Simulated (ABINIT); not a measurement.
# CsPbCl3 (Pm-3m): G0W0 in ABINIT against the screening cutoff in the self-energy, part 2 of 2

How does the gap of CsPbCl3 (Pm-3m) converge in the screening cutoff in the self-energy?

ABINIT 10.8.3; PBE and many-body steps on it, plane waves. Known limits of the many-body steps: not at the basis limit; exchange with frozen shells missing; no spin-orbit coupling; coarse k mesh.

So far. Step 2 (Screening, 2×2×2 mesh, 547 bands, screening to 217.7 eV): Local fields lower ε∞ by 13 %. On a Γ-centred mesh this coarse the value itself is usually too large, while a short band sum pulls it down. Step 5 (2.8 Ha): The gap on the mesh goes from 1.93 eV to 3.05 eV, a correction of +1.12 eV.

## Step 6: 4 Ha

Level of this step: G0W0 on PBE, plane waves, norm-conserving pseudopotentials (ABINIT).

run.abi reads:

```
acell 3*1.0 Angstrom
rprim 
  5.605000000000 0.000000000000 0.000000000000
  0.000000000000 5.605000000000 0.000000000000
  0.000000000000 0.000000000000 5.605000000000
ntypat 3
znucl 55 82 17
natom 5
typat 1 2 3 3 3
xred 
  0.000000000000 0.000000000000 0.000000000000
  0.500000000000 0.500000000000 0.500000000000
  0.500000000000 0.500000000000 0.000000000000
  0.000000000000 0.500000000000 0.500000000000
  0.500000000000 0.000000000000 0.500000000000
pp_dirpath "pseudos"
pseudos "Cs.upf, Pb.upf, Cl.upf"
ecut 25
ngkpt 2 2 2
nshiftk 1
shiftk 0 0 0
kptopt 1
chksymbreak 0
istwfk *1
occopt 1
irdwfk 1
optdriver 4
nband 547
gwcalctyp 0
ecutsigx 25
symsigma 1
nkptgw 2
kptgw 
  0.5000000000 0.5000000000 0.5000000000
  0.0000000000 0.0000000000 0.0000000000
bdgw 
  19 25
  20 25
ecuteps 4
irdscr 1
ppmodel 1
indata_prefix "in"
outdata_prefix "out"
tmpdata_prefix "tmp"
```

The run is started by

```sh
OMP_NUM_THREADS=1 mpirun -n 8 abinit run.abi > log
```

Output:

```text
.Version 10.8.3 of ABINIT. v10.8.2 released Aug 2026.

 Symmetries : space group Pm -3 m (#221); Bravais cP (primitive cubic)
[... echo of the input left out ...]
== DATASET  1 ==================================================================
-   mpi_nproc: 8, omp_nthreads: 1 (-1 if OMP is not activated)

--- !DatasetInfo
iteration_state: {dtset: 1, }
dimensions: {natom: 5, nkpt: 4, mband: 547, nsppol: 1, nspinor: 1, nspden: 1, mpw: 7123, }
cutoff_energies: {ecut:  25.0, pawecutdg:  -1.0, }
[...]
Band     E0 <VxcDFT>   SigX SigC(E0)      Z dSigC/dE  Sig(E)    E-E0       E
[...]
24   6.319  -6.633  -2.877  -3.347   0.841  -0.190  -6.290   0.343   6.662
       25   6.319  -6.633  -2.877  -3.347   0.841  -0.190  -6.290   0.343   6.662

== END DATASET(S) ==============================================================
================================================================================

 -outvars: echo values of variables after computation  --------
           etotal      0.0000000000E+00
            nband         547
             nkpt           4
          spgroup         221
 [... the other variables as echoed above ...]

 Calculation completed.
```

Run time: 24 s. Hardware: 8 MPI ranks of AMD EPYC 9R45, shared host; peak memory 3.3 GiB.

This step gave:

```
G0W0 gap on the points computed              : 3.155 eV
starting gap on the mesh                     : 1.933 eV
k of the valence top                         : 0.5, 0.5, 0.5
k of the conduction bottom                   : 0.5, 0.5, 0.5
least direct G0W0 gap on the computed points : 3.155 eV
```

Against the run before, the gap moves by +0.106 eV.

## Step 7: 6 Ha

run.abi: that of step 6 with these lines changed.

```diff
@@ -38,3 +38,3 @@
   20 25
-ecuteps 4
+ecuteps 6
 irdscr 1
```

Output:

```text
.Version 10.8.3 of ABINIT. v10.8.2 released Aug 2026.

 Symmetries : space group Pm -3 m (#221); Bravais cP (primitive cubic)
[... echo of the input left out ...]
== DATASET  1 ==================================================================
-   mpi_nproc: 8, omp_nthreads: 1 (-1 if OMP is not activated)

--- !DatasetInfo
iteration_state: {dtset: 1, }
dimensions: {natom: 5, nkpt: 4, mband: 547, nsppol: 1, nspinor: 1, nspden: 1, mpw: 7123, }
cutoff_energies: {ecut:  25.0, pawecutdg:  -1.0, }
[...]
Band     E0 <VxcDFT>   SigX SigC(E0)      Z dSigC/dE  Sig(E)    E-E0       E
[...]
24   6.319  -6.633  -2.877  -3.353   0.840  -0.190  -6.294   0.338   6.657
       25   6.319  -6.633  -2.877  -3.353   0.840  -0.190  -6.294   0.338   6.657

== END DATASET(S) ==============================================================
================================================================================

 -outvars: echo values of variables after computation  --------
           etotal      0.0000000000E+00
            nband         547
             nkpt           4
          spgroup         221
 [... the other variables as echoed above ...]

 Calculation completed.
```

It took 70 s on 8 MPI ranks; peak memory 4.4 GiB; 9.3 min of CPU time.

Numbers from this step:

- G0W0 gap on the points computed: 3.226 eV
- starting gap on the mesh: 1.933 eV
- k of the valence top: 0.5, 0.5, 0.5
- k of the conduction bottom: 0.5, 0.5, 0.5
- least direct G0W0 gap on the computed points: 3.226 eV

Against the run before, the gap moves by +0.071 eV.

## Step 8: 8 Ha

run.abi: that of step 7 with these lines changed.

```diff
@@ -38,3 +38,3 @@
   20 25
-ecuteps 6
+ecuteps 8
 irdscr 1
```

Output:

```text
.Version 10.8.3 of ABINIT. v10.8.2 released Aug 2026.

 Symmetries : space group Pm -3 m (#221); Bravais cP (primitive cubic)
[... echo of the input left out ...]
== DATASET  1 ==================================================================
-   mpi_nproc: 8, omp_nthreads: 1 (-1 if OMP is not activated)

--- !DatasetInfo
iteration_state: {dtset: 1, }
dimensions: {natom: 5, nkpt: 4, mband: 547, nsppol: 1, nspinor: 1, nspden: 1, mpw: 7123, }
cutoff_energies: {ecut:  25.0, pawecutdg:  -1.0, }
[...]
Band     E0 <VxcDFT>   SigX SigC(E0)      Z dSigC/dE  Sig(E)    E-E0       E
[...]
24   6.319  -6.633  -2.877  -3.357   0.840  -0.190  -6.298   0.335   6.654
       25   6.319  -6.633  -2.877  -3.357   0.840  -0.190  -6.298   0.335   6.654

== END DATASET(S) ==============================================================
================================================================================

 -outvars: echo values of variables after computation  --------
           etotal      0.0000000000E+00
            nband         547
             nkpt           4
          spgroup         221
 [... the other variables as echoed above ...]

 Calculation completed.
```

It took 2.8 min on 8 MPI ranks; peak memory 7.3 GiB; 22 min of CPU time.

This step gave:

| Item | Value |
| --- | --- |
| G0W0 gap on the points computed | 3.255 eV |
| starting gap on the mesh | 1.933 eV |
| k of the valence top | 0.5, 0.5, 0.5 |
| k of the conduction bottom | 0.5, 0.5, 0.5 |
| least direct G0W0 gap on the computed points | 3.255 eV |

Against the run before, the gap moves by +0.029 eV.

## Step 9: Side by side

Times are wall times on 8 MPI ranks of AMD EPYC 9R45, shared host, good to a factor of about two. A run's time includes the screening step that it read.

```tsv
run	mesh	bands	screening cutoff (eV)	DFT gap (eV)	gap on the mesh (eV)	direct (eV)	ε∞ used	time
0.8 Ha	2×2×2	547	21.8	1.933	2.814	2.814	7.21	73 s
1.6 Ha	2×2×2	547	43.5	1.933	2.856	2.856	7.21	74 s
2.8 Ha	2×2×2	547	76.2	1.933	3.049	3.049	7.21	78 s
4 Ha	2×2×2	547	108.8	1.933	3.155	3.155	7.21	92 s
6 Ha	2×2×2	547	163.3	1.933	3.226	3.226	7.21	2.3 min
8 Ha	2×2×2	547	217.7	1.933	3.255	3.255	7.21	3.9 min
```

## Step 10: Summary of results

| Quantity | Value |
| --- | --- |
| 0.8 Ha | 2.814 eV |
| 1.6 Ha | 2.856 eV |
| 2.8 Ha | 3.049 eV |
| 4 Ha | 3.155 eV |
| 6 Ha | 3.226 eV |
| 8 Ha | 3.255 eV |
| known limits | not at the basis limit; exchange with frozen shells missing; no spin-orbit coupling; coarse k mesh |

**Reading.** The setting moved: screening cutoff in the self-energy. From 0.8 Ha to 8 Ha the gap moves by +0.44 eV, for 3.2 times the time. The last step still moves it by +0.029 eV. Bands and screening cutoff are coupled, so a series along one setting does not show full convergence. Bands and cutoff are finite, so the gap is not at the basis limit. The miss can reach some tenths of an eV and take either sign; the mesh is an error of its own. In the G0W0 runs levels were corrected at 2 k points alone, so a gap called «on the mesh» is the least over those, and an edge elsewhere would be missed. The 2×2×2 mesh is coarse for this cell, which bears on the long-range parts of exchange and screening. Where an edge is built on 6p states of lead, bismuth or thallium, scalar-relativistic gaps usually stand too wide, by a few tenths to over one eV. This is the ideal cubic cell; many perovskites, halides above all, are cubic only on average, and local tilts or off-centring can widen the gap. The norm-conserving file of at least one element keeps a d shell over frozen s and p shells of the same row. Exchange with those shells is missing from the self-energy, an error of 0.3 to 0.9 eV in cases checked, whose sign depends on which edge lies on those atoms. The many-body steps are scalar-relativistic: spin-orbit coupling is not in them.

[Paths, hosts, dates, memory and timing lines, banners, echoed tables and standing remarks are left out of the program output.]

[Logs are printed without paths, hosts, clocks, repeated set-up lines and the standing remarks that a program may print on its own settings, such as how far it seeks lower states.]

[Runs of the session that timed out or met a known fault of the program may be left out.]

[Hosts, paths, dates, database ids (printed as entryN), source tags and the programs' standing remarks are cut or masked in the printed files.]

[G0W0 gaps are taken among the corrected bands and points alone; a level outside them can change the order at an edge.]

[Where Ansatz stands beside ABINIT at settings called matched, ABINIT's density can come from a denser mesh and the files from another edition; pairs whose starting gaps differed by over 0.03 eV were left out, so agreement reads better than it is.]
